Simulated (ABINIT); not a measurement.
# LiH (Fm-3m): a self-consistent loop beyond G0W0, cycle by cycle

Wanted: G0W0 and self-consistent gaps of LiH (Fm-3m), with the cost of the cycles.

Main program and level: ABINIT 10.8.3; PBE and many-body steps on it, plane waves.

This is a report of a sequence of runs, with most program output left out.

The database entry behind the starting cell differs from later determinations by our own check (the deuteride, about 0.2 % short), so it need not match the best structure at ambient conditions.

## 1. Starting point

It takes space group Fm-3m (No. 225, cubic). Conventional cell: a = 4.074 Å, b = 4.074 Å, c = 4.074 Å, α = 90.00°, β = 90.00°, γ = 90.00°. Nearest to Li lie 6 H at 2.04 Å. Nearest to H lie 6 Li at 2.04 Å. Farther neighbours are not listed.

The cell and positions come from the Crystallography Open Database and are kept as given unless a step says otherwise.

## 2. Empty states on the mesh, 6×6×6 mesh, 54 bands

This step: ABINIT 10.8.3; DFT, PBE, plane waves, norm-conserving pseudopotentials.

The sums over transitions need many empty states on a uniform mesh; this step solves for them.

File run.abi:

```
acell 3*1.0 Angstrom
rprim 
  0.000000000000 2.036750000000 2.036750000000
  2.036750000000 -0.000000000000 2.036750000000
  2.036750000000 2.036750000000 -0.000000000000
ntypat 2
znucl 3 1
natom 2
typat 1 2
xred 
  0.000000000000 0.000000000000 0.000000000000
  0.500000000000 0.500000000000 0.500000000000
pp_dirpath "pseudos"
pseudos "Li.upf, H.upf"
ecut 33
ngkpt 6 6 6
nshiftk 1
shiftk 0 0 0
kptopt 1
chksymbreak 0
irdden 1
istwfk *1
nband 54
prtvol 0
optdriver 6
gwr_task "HDIAGO"
paral_kgb 0
occopt 1
indata_prefix "in"
outdata_prefix "out"
tmpdata_prefix "tmp"
```

The run is started by

```bash
$ OMP_NUM_THREADS=1 mpirun -n 4 abinit run.abi > log
```

Elapsed: 5.7 s, on 4 MPI ranks of Arm Neoverse V2, shared host; peak memory 0.5 GiB.

Numbers from this step:

- gap: 3.022 eV
- k of the valence top: 0.5, 0.5, 0
- k of the conduction bottom: 0.5, 0.5, 0
- least direct gap: 3.022 eV
- k points computed: 16
- lowest point of the top converged band, above the valence top: 94.5987 eV

On this mesh the gap is 3.022 eV.

The density comes from a self-consistent run that is not shown.

## 3. Screening, 6×6×6 mesh, 46 bands, screening to 130.6 eV

The RPA dielectric matrix is built and inverted for each q.

This step: RPA screening on PBE, plane waves, norm-conserving pseudopotentials.

run.abi, as its differences from that of step 2:

```diff
@@ -20,10 +20,11 @@
 chksymbreak 0
-irdden 1
 istwfk *1
-nband 54
-prtvol 0
-optdriver 6
-gwr_task "HDIAGO"
-paral_kgb 0
 occopt 1
+irdwfk 1
+optdriver 3
+nband 46
+ecuteps 4.8
+inclvkb 2
+awtr 1
+symchi 1
 indata_prefix "in"
```

Run time: 3.4 s. Hardware: 4 MPI ranks; peak memory 0.4 GiB; 13 s of CPU time.

This step gave:

| Property | Result |
| --- | --- |
| ε∞ with local fields, on this mesh, along the program's q direction | 4.184 |
| the same without local fields | 4.587 |
| plasma frequency | 18.07 eV |
| plane waves in the screening matrix | 59 |

Local fields lower ε∞ by 9 %.

## 4. G0W0

The self-energy is evaluated for the states that the input lists, and the levels follow from it, in one-shot runs by the linearised quasiparticle equation.

This step: G0W0 on PBE, plane waves, norm-conserving pseudopotentials.

run.abi, as its differences from that of step 3:

```diff
@@ -23,8 +23,17 @@
 irdwfk 1
-optdriver 3
+optdriver 4
 nband 46
+gwcalctyp 0
+ecutsigx 33
+symsigma 1
+nkptgw 2
+kptgw 
+  0.5000000000 0.5000000000 0.0000000000
+  0.0000000000 0.0000000000 0.0000000000
+bdgw 
+  1 5
+  1 6
 ecuteps 4.8
-inclvkb 2
-awtr 1
-symchi 1
+irdscr 1
+ppmodel 1
 indata_prefix "in"
```

Run time: 2 s. Hardware: 4 MPI ranks; peak memory 0.12 GiB.

Numbers from this step:

```
G0W0 gap on the points computed              : 4.849 eV
starting gap on the mesh                     : 3.022 eV
k of the valence top                         : 0.5, 0.5, 0
k of the conduction bottom                   : 0.5, 0.5, 0
Z at the valence top                         : 0.771
Z at the conduction bottom                   : 0.81
least direct G0W0 gap on the computed points : 4.849 eV
```

The gap on the mesh goes from 3.02 eV to 4.85 eV, a correction of +1.83 eV.

## 5. evGW0, cycle 1

This step: evGW0 on PBE, plane waves, norm-conserving pseudopotentials.

run.abi, as its differences from that of step 4:

```diff
@@ -25,11 +25,39 @@
 nband 46
-gwcalctyp 0
+gwcalctyp 10
 ecutsigx 33
 symsigma 1
-nkptgw 2
+nkptgw 16
 kptgw 
+  0.0000000000 0.0000000000 0.0000000000
+  0.1666666667 0.0000000000 0.0000000000
+  0.3333333333 0.0000000000 0.0000000000
+  0.5000000000 0.0000000000 0.0000000000
+  0.1666666667 0.1666666667 0.0000000000
+  0.3333333333 0.1666666667 0.0000000000
+  0.5000000000 0.1666666667 0.0000000000
+  -0.3333333333 0.1666666667 0.0000000000
+  -0.1666666667 0.1666666667 0.0000000000
+  0.3333333333 0.3333333333 0.0000000000
+  0.5000000000 0.3333333333 0.0000000000
+  -0.3333333333 0.3333333333 0.0000000000
   0.5000000000 0.5000000000 0.0000000000
-  0.0000000000 0.0000000000 0.0000000000
+  0.5000000000 0.3333333333 0.1666666667
+  -0.3333333333 0.3333333333 0.1666666667
+  -0.3333333333 0.5000000000 0.1666666667
 bdgw 
-  1 5
+  1 6
+  1 6
+  1 6
+  1 6
+  1 6
+  1 6
+  1 6
+  1 6
+  1 6
+  1 6
+  1 6
+  1 6
+  1 6
+  1 6
+  1 6
   1 6
```

Wall time 18 s (4 MPI ranks); peak memory 0.55 GiB.

This step gave:

- quasiparticle gap on the mesh: 5.357 eV
- gap of the density functional on the mesh: 3.022 eV
- k of the valence top: 0.5, 0.5, 0
- k of the conduction bottom: 0.5, 0.5, 0
- Z at the valence top: 0.771
- Z at the conduction bottom: 0.81
- least direct quasiparticle gap on the computed points: 5.357 eV

Against G0W0 in ABINIT (6×6×6 mesh, 46 bands, screening to 130.6 eV, Godby-Needs plasmon pole), the gap moves by +0.508 eV. This first cycle still uses the starting levels; it takes the full correction, at all points of the mesh, and its linearised value is 4.849 eV.

## 6. evGW0, cycle 2

The corrected levels of the last cycle go back in.

run.abi, as its differences from that of step 5:

```diff
@@ -66,2 +66,3 @@
 ppmodel 1
+irdqps 1
 indata_prefix "in"
```

Run time: 18 s. Hardware: 4 MPI ranks; peak memory 0.55 GiB; 72 s of CPU time.

Numbers from this step:

```yaml
quasiparticle_gap_on_the_mesh: 5.174 eV
gap_of_the_density_functional_on_the_mesh: 3.022 eV
k_of_the_valence_top: 0.5, 0.5, 0
k_of_the_conduction_bottom: 0.5, 0.5, 0
least_direct_quasiparticle_gap_on_the_computed_points: 5.174 eV
```

Against the cycle before, the gap moves by −0.183 eV.

## 7. evGW0, cycle 3

run.abi is that of step 6.

Elapsed: 18 s, on 4 MPI ranks; peak memory 0.55 GiB; 73 s of CPU time.

This step gave:

* quasiparticle gap on the mesh: 5.189 eV
* gap of the density functional on the mesh: 3.022 eV
* k of the valence top: 0.5, 0.5, 0
* k of the conduction bottom: 0.5, 0.5, 0
* least direct quasiparticle gap on the computed points: 5.189 eV

Against the cycle before, the gap moves by +0.015 eV.

## 8. evGW0, cycle 4

run.abi is that of step 7.

The job ended after 18 s (4 MPI ranks; peak memory 0.55 GiB).

This step gave:

```
quasiparticle gap on the mesh                         : 5.187 eV
gap of the density functional on the mesh             : 3.022 eV
k of the valence top                                  : 0.5, 0.5, 0
k of the conduction bottom                            : 0.5, 0.5, 0
least direct quasiparticle gap on the computed points : 5.187 eV
```

Against the cycle before, the gap moves by −0.002 eV.

## 9. Screening, 6×6×6 mesh, 46 bands, screening to 130.6 eV

This step: RPA screening on PBE, plane waves, norm-conserving pseudopotentials.

File run.abi:

```
acell 3*1.0 Angstrom
rprim 
  0.000000000000 2.036750000000 2.036750000000
  2.036750000000 -0.000000000000 2.036750000000
  2.036750000000 2.036750000000 -0.000000000000
ntypat 2
znucl 3 1
natom 2
typat 1 2
xred 
  0.000000000000 0.000000000000 0.000000000000
  0.500000000000 0.500000000000 0.500000000000
pp_dirpath "pseudos"
pseudos "Li.upf, H.upf"
ecut 33
ngkpt 6 6 6
nshiftk 1
shiftk 0 0 0
kptopt 1
chksymbreak 0
istwfk *1
occopt 1
irdwfk 1
optdriver 3
nband 46
ecuteps 4.8
inclvkb 2
awtr 1
symchi 1
gwcalctyp 10
mbpt_sciss 2.541 eV
nqptdm 1
qptdm 
  0 0 0
indata_prefix "in"
outdata_prefix "out"
tmpdata_prefix "tmp"
```

The job ended after 1.4 s (4 MPI ranks; peak memory 0.11 GiB).

Numbers from this step:

| Quantity | Value |
| --- | --- |
| ε∞ with local fields, on this mesh, along the program's q direction | 3.216 |
| the same without local fields | 3.445 |
| plasma frequency | 18.07 eV |
| plane waves in the screening matrix | 59 |

This screening uses the functional's bands under a rigid shift, the mean opening of the cycle before.

## 10. Screening, 6×6×6 mesh, 46 bands, screening to 130.6 eV

This step: RPA screening on PBE from quasiparticle energies, plane waves, norm-conserving pseudopotentials.

run.abi, as its differences from that of step 9:

```diff
@@ -29,7 +29,21 @@
 symchi 1
+irdqps 1
 gwcalctyp 10
-mbpt_sciss 2.541 eV
-nqptdm 1
+nqptdm 15
 qptdm 
-  0 0 0
+  0.1666666667 0.0000000000 0.0000000000
+  0.3333333333 0.0000000000 0.0000000000
+  0.5000000000 0.0000000000 0.0000000000
+  0.1666666667 0.1666666667 0.0000000000
+  0.3333333333 0.1666666667 0.0000000000
+  0.5000000000 0.1666666667 0.0000000000
+  -0.3333333333 0.1666666667 0.0000000000
+  -0.1666666667 0.1666666667 0.0000000000
+  0.3333333333 0.3333333333 0.0000000000
+  0.5000000000 0.3333333333 0.0000000000
+  -0.3333333333 0.3333333333 0.0000000000
+  0.5000000000 0.5000000000 0.0000000000
+  0.5000000000 0.3333333333 0.1666666667
+  -0.3333333333 0.3333333333 0.1666666667
+  -0.3333333333 0.5000000000 0.1666666667
 indata_prefix "in"
```

File mrgscr.stdin:

```
2
merged
q0_SCR
out_SCR
1
```

The run is started by

```bash
$ OMP_NUM_THREADS=1 mpirun -n 4 abinit run.abi > log; mrgscr < mrgscr.stdin
```

Wall time 3.4 s (4 MPI ranks); peak memory 0.4 GiB; 13 s of CPU time.

This step gave:

* plasma frequency: 18.07 eV
* plane waves in the screening matrix: 59

This screening reads the quasiparticle levels of the cycle before.

## 11. evGW, cycle 1

This step: evGW on PBE, plane waves, norm-conserving pseudopotentials.

run.abi, as its differences from that of step 10:

```diff
@@ -23,12 +23,10 @@
 irdwfk 1
-optdriver 3
+optdriver 4
 nband 46
-ecuteps 4.8
-inclvkb 2
-awtr 1
-symchi 1
-irdqps 1
 gwcalctyp 10
-nqptdm 15
-qptdm 
+ecutsigx 33
+symsigma 1
+nkptgw 16
+kptgw 
+  0.0000000000 0.0000000000 0.0000000000
   0.1666666667 0.0000000000 0.0000000000
@@ -48,2 +46,23 @@
   -0.3333333333 0.5000000000 0.1666666667
+bdgw 
+  1 6
+  1 6
+  1 6
+  1 6
+  1 6
+  1 6
+  1 6
+  1 6
+  1 6
+  1 6
+  1 6
+  1 6
+  1 6
+  1 6
+  1 6
+  1 6
+ecuteps 4.8
+irdscr 1
+ppmodel 1
+irdqps 1
 indata_prefix "in"
```

The run is started by

```bash
$ OMP_NUM_THREADS=1 mpirun -n 4 abinit run.abi > log
```

It took 18 s on 4 MPI ranks; peak memory 0.55 GiB.

This step gave:

| Item | Value |
| --- | --- |
| quasiparticle gap on the mesh | 5.703 eV |
| gap of the density functional on the mesh | 3.022 eV |
| k of the valence top | 0.5, 0.5, 0 |
| k of the conduction bottom | 0.5, 0.5, 0 |
| least direct quasiparticle gap on the computed points | 5.703 eV |

Against G0W0 in ABINIT (6×6×6 mesh, 46 bands, screening to 130.6 eV, Godby-Needs plasmon pole), the gap moves by +0.854 eV.

## 12. Screening, 6×6×6 mesh, 46 bands, screening to 130.6 eV

This step: RPA screening on PBE, plane waves, norm-conserving pseudopotentials.

File run.abi:

```
acell 3*1.0 Angstrom
rprim 
  0.000000000000 2.036750000000 2.036750000000
  2.036750000000 -0.000000000000 2.036750000000
  2.036750000000 2.036750000000 -0.000000000000
ntypat 2
znucl 3 1
natom 2
typat 1 2
xred 
  0.000000000000 0.000000000000 0.000000000000
  0.500000000000 0.500000000000 0.500000000000
pp_dirpath "pseudos"
pseudos "Li.upf, H.upf"
ecut 33
ngkpt 6 6 6
nshiftk 1
shiftk 0 0 0
kptopt 1
chksymbreak 0
istwfk *1
occopt 1
irdwfk 1
optdriver 3
nband 46
ecuteps 4.8
inclvkb 2
awtr 1
symchi 1
gwcalctyp 10
mbpt_sciss 3.280 eV
nqptdm 1
qptdm 
  0 0 0
indata_prefix "in"
outdata_prefix "out"
tmpdata_prefix "tmp"
```

Elapsed: 1.4 s, on 4 MPI ranks; peak memory 0.11 GiB; 5.4 s of CPU time.

This step gave:

- ε∞ with local fields, on this mesh, along the program's q direction: 3.045
- the same without local fields: 3.246
- plasma frequency: 18.07 eV
- plane waves in the screening matrix: 59

This screening uses the functional's bands under a rigid shift, the mean opening of the cycle before.

## 13. Screening, 6×6×6 mesh, 46 bands, screening to 130.6 eV

This step: RPA screening on PBE from quasiparticle energies, plane waves, norm-conserving pseudopotentials.

run.abi, as its differences from that of step 12:

```diff
@@ -29,7 +29,21 @@
 symchi 1
+irdqps 1
 gwcalctyp 10
-mbpt_sciss 3.280 eV
-nqptdm 1
+nqptdm 15
 qptdm 
-  0 0 0
+  0.1666666667 0.0000000000 0.0000000000
+  0.3333333333 0.0000000000 0.0000000000
+  0.5000000000 0.0000000000 0.0000000000
+  0.1666666667 0.1666666667 0.0000000000
+  0.3333333333 0.1666666667 0.0000000000
+  0.5000000000 0.1666666667 0.0000000000
+  -0.3333333333 0.1666666667 0.0000000000
+  -0.1666666667 0.1666666667 0.0000000000
+  0.3333333333 0.3333333333 0.0000000000
+  0.5000000000 0.3333333333 0.0000000000
+  -0.3333333333 0.3333333333 0.0000000000
+  0.5000000000 0.5000000000 0.0000000000
+  0.5000000000 0.3333333333 0.1666666667
+  -0.3333333333 0.3333333333 0.1666666667
+  -0.3333333333 0.5000000000 0.1666666667
 indata_prefix "in"
```

mrgscr.stdin is that of step 10.

The run is started by

```bash
$ OMP_NUM_THREADS=1 mpirun -n 4 abinit run.abi > log; mrgscr < mrgscr.stdin
```

Elapsed: 3.4 s, on 4 MPI ranks; peak memory 0.4 GiB.

Numbers from this step:

```yaml
plasma_frequency: 18.07 eV
plane_waves_in_the_screening_matrix: 59
```

This screening reads the quasiparticle levels of the cycle before.

## 14. evGW, cycle 2

This step: evGW on PBE, plane waves, norm-conserving pseudopotentials.

run.abi, as its differences from that of step 13:

```diff
@@ -23,12 +23,10 @@
 irdwfk 1
-optdriver 3
+optdriver 4
 nband 46
-ecuteps 4.8
-inclvkb 2
-awtr 1
-symchi 1
-irdqps 1
 gwcalctyp 10
-nqptdm 15
-qptdm 
+ecutsigx 33
+symsigma 1
+nkptgw 16
+kptgw 
+  0.0000000000 0.0000000000 0.0000000000
   0.1666666667 0.0000000000 0.0000000000
@@ -48,2 +46,23 @@
   -0.3333333333 0.5000000000 0.1666666667
+bdgw 
+  1 6
+  1 6
+  1 6
+  1 6
+  1 6
+  1 6
+  1 6
+  1 6
+  1 6
+  1 6
+  1 6
+  1 6
+  1 6
+  1 6
+  1 6
+  1 6
+ecuteps 4.8
+irdscr 1
+ppmodel 1
+irdqps 1
 indata_prefix "in"
```

The run is started by

```bash
$ OMP_NUM_THREADS=1 mpirun -n 4 abinit run.abi > log
```

It took 19 s on 4 MPI ranks; peak memory 0.55 GiB.

Numbers from this step:

```yaml
quasiparticle_gap_on_the_mesh: 5.801 eV
gap_of_the_density_functional_on_the_mesh: 3.022 eV
k_of_the_valence_top: 0.5, 0.5, 0
k_of_the_conduction_bottom: 0.5, 0.5, 0
least_direct_quasiparticle_gap_on_the_computed_points: 5.801 eV
```

Against the cycle before, the gap moves by +0.098 eV.

## 15. Screening, 6×6×6 mesh, 46 bands, screening to 130.6 eV

This step: RPA screening on PBE, plane waves, norm-conserving pseudopotentials.

File run.abi:

```
acell 3*1.0 Angstrom
rprim 
  0.000000000000 2.036750000000 2.036750000000
  2.036750000000 -0.000000000000 2.036750000000
  2.036750000000 2.036750000000 -0.000000000000
ntypat 2
znucl 3 1
natom 2
typat 1 2
xred 
  0.000000000000 0.000000000000 0.000000000000
  0.500000000000 0.500000000000 0.500000000000
pp_dirpath "pseudos"
pseudos "Li.upf, H.upf"
ecut 33
ngkpt 6 6 6
nshiftk 1
shiftk 0 0 0
kptopt 1
chksymbreak 0
istwfk *1
occopt 1
irdwfk 1
optdriver 3
nband 46
ecuteps 4.8
inclvkb 2
awtr 1
symchi 1
gwcalctyp 10
mbpt_sciss 3.402 eV
nqptdm 1
qptdm 
  0 0 0
indata_prefix "in"
outdata_prefix "out"
tmpdata_prefix "tmp"
```

Elapsed: 1.4 s, on 4 MPI ranks; peak memory 0.1 GiB.

Numbers from this step:

```yaml
eps_infinity_with_local_fields_on_this_mesh_along_the_program_s_q_direction: 3.019
the_same_without_local_fields: 3.216
plasma_frequency: 18.07 eV
plane_waves_in_the_screening_matrix: 59
```

This screening uses the functional's bands under a rigid shift, the mean opening of the cycle before.

## 16. Screening, 6×6×6 mesh, 46 bands, screening to 130.6 eV

This step: RPA screening on PBE from quasiparticle energies, plane waves, norm-conserving pseudopotentials.

run.abi, as its differences from that of step 15:

```diff
@@ -29,7 +29,21 @@
 symchi 1
+irdqps 1
 gwcalctyp 10
-mbpt_sciss 3.402 eV
-nqptdm 1
+nqptdm 15
 qptdm 
-  0 0 0
+  0.1666666667 0.0000000000 0.0000000000
+  0.3333333333 0.0000000000 0.0000000000
+  0.5000000000 0.0000000000 0.0000000000
+  0.1666666667 0.1666666667 0.0000000000
+  0.3333333333 0.1666666667 0.0000000000
+  0.5000000000 0.1666666667 0.0000000000
+  -0.3333333333 0.1666666667 0.0000000000
+  -0.1666666667 0.1666666667 0.0000000000
+  0.3333333333 0.3333333333 0.0000000000
+  0.5000000000 0.3333333333 0.0000000000
+  -0.3333333333 0.3333333333 0.0000000000
+  0.5000000000 0.5000000000 0.0000000000
+  0.5000000000 0.3333333333 0.1666666667
+  -0.3333333333 0.3333333333 0.1666666667
+  -0.3333333333 0.5000000000 0.1666666667
 indata_prefix "in"
```

mrgscr.stdin is that of step 13.

The run is started by

```bash
$ OMP_NUM_THREADS=1 mpirun -n 4 abinit run.abi > log; mrgscr < mrgscr.stdin
```

Wall time 3.4 s (4 MPI ranks); peak memory 0.4 GiB.

Numbers from this step:

* plasma frequency: 18.07 eV
* plane waves in the screening matrix: 59

This screening reads the quasiparticle levels of the cycle before.

(Continued in part 2 of 2.)

[Paths, hosts, dates, memory and timing lines, banners, echoed tables and standing remarks are left out of the program output.]

[Logs are printed without paths, hosts, clocks, repeated set-up lines and the standing remarks that a program may print on its own settings, such as how far it seeks lower states.]

[Runs of the session that timed out or met a known fault of the program may be left out.]

[Hosts, paths, dates, database ids (printed as entryN), source tags and the programs' standing remarks are cut or masked in the printed files.]

[G0W0 gaps are taken among the corrected bands and points alone; a level outside them can change the order at an edge.]

[Where Ansatz stands beside ABINIT at settings called matched, ABINIT's density can come from a denser mesh and the files from another edition; pairs whose starting gaps differed by over 0.03 eV were left out, so agreement reads better than it is.]
